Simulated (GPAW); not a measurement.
Consider LiRh (P-6m2).

```xyz
2
Lattice="2.6523 0.0000 0.0000 -1.3262 2.2970 0.0000 0.0000 0.0000 4.3266" Properties=species:S:1:pos:R:3 pbc="T T T"
Rh    1.3262    0.7657    0.0000
Li    0.0000    0.0000    2.1633
```

Absorber: atom 2, with 6 Rh at 2.65 Å and 6 Li at 2.65 Å (anticuboctahedral, as in hcp, site symmetry -6m2). Method: GPAW, LDA, excited-electron core hole (neutral cell), 16-atom cell with 6.3 Å between holes, 5×5×5 k points, dipole transitions, Gaussian full width 0.9 eV up to 4 eV, rising linearly to 3.5 eV at 25 eV.

Q: What does the Li K edge look like?

Main maxima up to 24 eV above the zero (height): 1.8 eV (1.48), 4.9 eV (0.84), 7.2 eV (1.42), 11.8 eV (1.79) and 20.8 eV (0.61). A K edge sees empty p states on the absorber. The total-energy difference is 55.89 eV. One term is added: -3.34 eV, since the hole is spin-paired here and a spin-polarised one costs that much less in the free atom (computed apart). The photon energy is then 52.55 eV. The tabulated edge of the element is 54.7 eV. The functional leaves an error in such absolute values: in the free atom LDA prices this hole 1.0 eV below PBE (computed apart), and PBE is itself good to a few eV.

The Li K spectrum (energy from the lowest empty level; intensity scaled to a mean of 1 over the first 20 eV; polarised curves are means over the symmetry-equivalent atoms):

```tsv
E (eV)	isotropic	ε ⊥ c	ε ∥ c
-2.0	0.00	0.00	0.00
-1.4	0.00	0.00	0.00
-0.8	0.00	0.00	0.00
-0.2	0.07	0.07	0.05
0.4	0.41	0.49	0.24
1.0	1.00	1.30	0.42
1.6	1.43	1.85	0.61
2.2	1.38	1.61	0.91
2.8	0.98	1.03	0.88
3.4	0.75	0.65	0.97
4.0	0.59	0.53	0.71
4.6	0.78	0.84	0.67
5.2	0.80	0.92	0.55
5.8	0.70	0.79	0.50
6.4	1.01	1.03	0.95
7.0	1.38	1.36	1.43
7.6	1.36	1.29	1.50
8.2	1.25	1.14	1.47
8.8	1.26	1.12	1.52
9.4	1.27	1.11	1.60
10.0	1.31	1.12	1.69
10.6	1.46	1.27	1.84
11.2	1.69	1.56	1.93
11.8	1.79	1.78	1.81
12.4	1.66	1.70	1.58
13.0	1.37	1.38	1.35
13.6	1.06	1.05	1.09
14.2	0.84	0.85	0.82
14.8	0.73	0.78	0.63
15.4	0.70	0.78	0.56
16.0	0.71	0.79	0.54
16.6	0.68	0.76	0.53
17.2	0.62	0.68	0.50
17.8	0.55	0.59	0.46
18.4	0.52	0.56	0.43
19.0	0.53	0.58	0.43
19.6	0.56	0.63	0.43
20.2	0.59	0.67	0.45
20.8	0.61	0.68	0.46
21.4	0.60	0.66	0.48
22.0	0.58	0.63	0.49
22.6	0.56	0.59	0.51
23.2	0.55	0.56	0.52
23.8	0.53	0.53	0.53
24.4	0.52	0.51	0.54
25.0	0.52	0.49	0.56
25.6	0.52	0.48	0.60
26.2	0.52	0.46	0.65
26.8	0.53	0.45	0.71
27.4	0.54	0.44	0.75
28.0	0.55	0.43	0.78
28.6	0.55	0.43	0.79
29.2	0.55	0.44	0.78
29.8	0.55	0.45	0.74
30.4	0.55	0.47	0.70
31.0	0.54	0.49	0.64
31.6	0.53	0.50	0.58
```

The holes are only 6.3 Å apart, so the shape is probably not converged with cell size; no larger cell was run here. The mesh is coarse (0.24 Å⁻¹ between points), so small maxima may be mesh ripples. The structure is a computed Materials Project entry and may be a hypothetical form.

[Banner, clock and machine lines of the logs are left out without a mark of their own.]

[Logs are printed without paths, hosts, clocks, repeated set-up lines and the standing remarks that a program may print on its own settings, such as how far it seeks lower states.]

[Hosts, paths, dates, database ids (printed as entryN), source tags and the programs' standing remarks are cut or masked in the printed files.]

[Lists of maxima count a maximum above −3 eV only where it reaches 4 % of the highest in the window and stands out from its surroundings by 2 % of it (1.5 % where it reaches 55 %); shoulders and weaker maxima are passed over, and of the rest the first, up to two pre-edge ones and the few strongest are named.]
